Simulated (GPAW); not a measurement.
Consider InNi3N (Pm-3m).

```xyz
5
Lattice="3.8399 0.0000 0.0000 0.0000 3.8399 0.0000 0.0000 0.0000 3.8399" Properties=species:S:1:pos:R:3 pbc="T T T"
In    0.0000    0.0000    0.0000
Ni    0.0000    1.9199    1.9199
Ni    1.9199    0.0000    1.9199
Ni    1.9199    1.9199    0.0000
N     1.9199    1.9199    1.9199
```

Absorber: atom 5, with 6 Ni at 1.92 Å (octahedral, site symmetry m-3m). Method: GPAW, LDA, excited-electron core hole (neutral cell), 10-atom cell with 5.4 Å between holes, 7×7×7 k points, dipole transitions, Gaussian full width 0.9 eV up to 4 eV, rising linearly to 3.5 eV at 25 eV.

What does the N K edge look like?

Main maxima up to 24 eV above the zero (height): 1.7 eV (2.40), 6.2 eV (1.63), 13.6 eV (1.53) and 18.2 eV (0.62). A K edge sees empty p states; the first features are N p mixed into the empty d states of the Ni neighbours, and the broad ones above probably into the cations' higher empty bands. The total-energy difference is 394.66 eV. The functional leaves an error in such absolute values: in the free atom LDA prices this hole 3.5 eV below PBE (computed apart), and PBE is itself good to a few eV.

The N K spectrum (energy from the lowest empty level; intensity scaled to a mean of 1 over the first 20 eV):

```tsv
E (eV)	intensity
-2.0	0.00
-1.5	0.00
-1.0	0.01
-0.5	0.22
0.0	1.10
0.5	1.78
1.0	1.92
1.5	2.35
2.0	2.21
2.5	1.41
3.0	0.84
3.5	0.75
4.0	0.65
4.5	0.69
5.0	0.86
5.5	1.17
6.0	1.57
6.5	1.55
7.0	1.08
7.5	0.71
8.0	0.58
8.5	0.55
9.0	0.57
9.5	0.60
10.0	0.62
10.5	0.63
11.0	0.67
11.5	0.78
12.0	0.98
12.5	1.22
13.0	1.42
13.5	1.53
14.0	1.48
14.5	1.30
15.0	1.04
15.5	0.80
16.0	0.64
16.5	0.56
17.0	0.56
17.5	0.59
18.0	0.61
18.5	0.61
19.0	0.59
19.5	0.57
20.0	0.56
20.5	0.56
21.0	0.58
21.5	0.59
22.0	0.58
22.5	0.56
23.0	0.53
23.5	0.51
24.0	0.50
24.5	0.52
25.0	0.57
25.5	0.63
26.0	0.69
26.5	0.74
27.0	0.76
27.5	0.76
28.0	0.74
28.5	0.70
29.0	0.65
29.5	0.61
30.0	0.58
30.5	0.56
31.0	0.55
31.5	0.56
32.0	0.59
```

The hole lies in one spin channel, while the script sums the empty states of both and takes the lower zero; where the two channels are split, this blurs and shifts the curve. The starting moments shrank to 0.00 μB or less, so this is hardly a magnetic state. The holes are only 5.4 Å apart, so the shape is probably not converged with cell size; no larger cell was run here. The mesh is coarse (0.23 Å⁻¹ between points), so small maxima may be mesh ripples. The structure is a computed Materials Project entry and may be a hypothetical form.

[Banner, clock and machine lines of the logs are left out without a mark of their own.]

[Logs are printed without paths, hosts, clocks, repeated set-up lines and the standing remarks that a program may print on its own settings, such as how far it seeks lower states.]

[Hosts, paths, dates, database ids (printed as entryN), source tags and the programs' standing remarks are cut or masked in the printed files.]

[Lists of maxima count a maximum above −3 eV only where it reaches 4 % of the highest in the window and stands out from its surroundings by 2 % of it (1.5 % where it reaches 55 %); shoulders and weaker maxima are passed over, and of the rest the first, up to two pre-edge ones and the few strongest are named.]
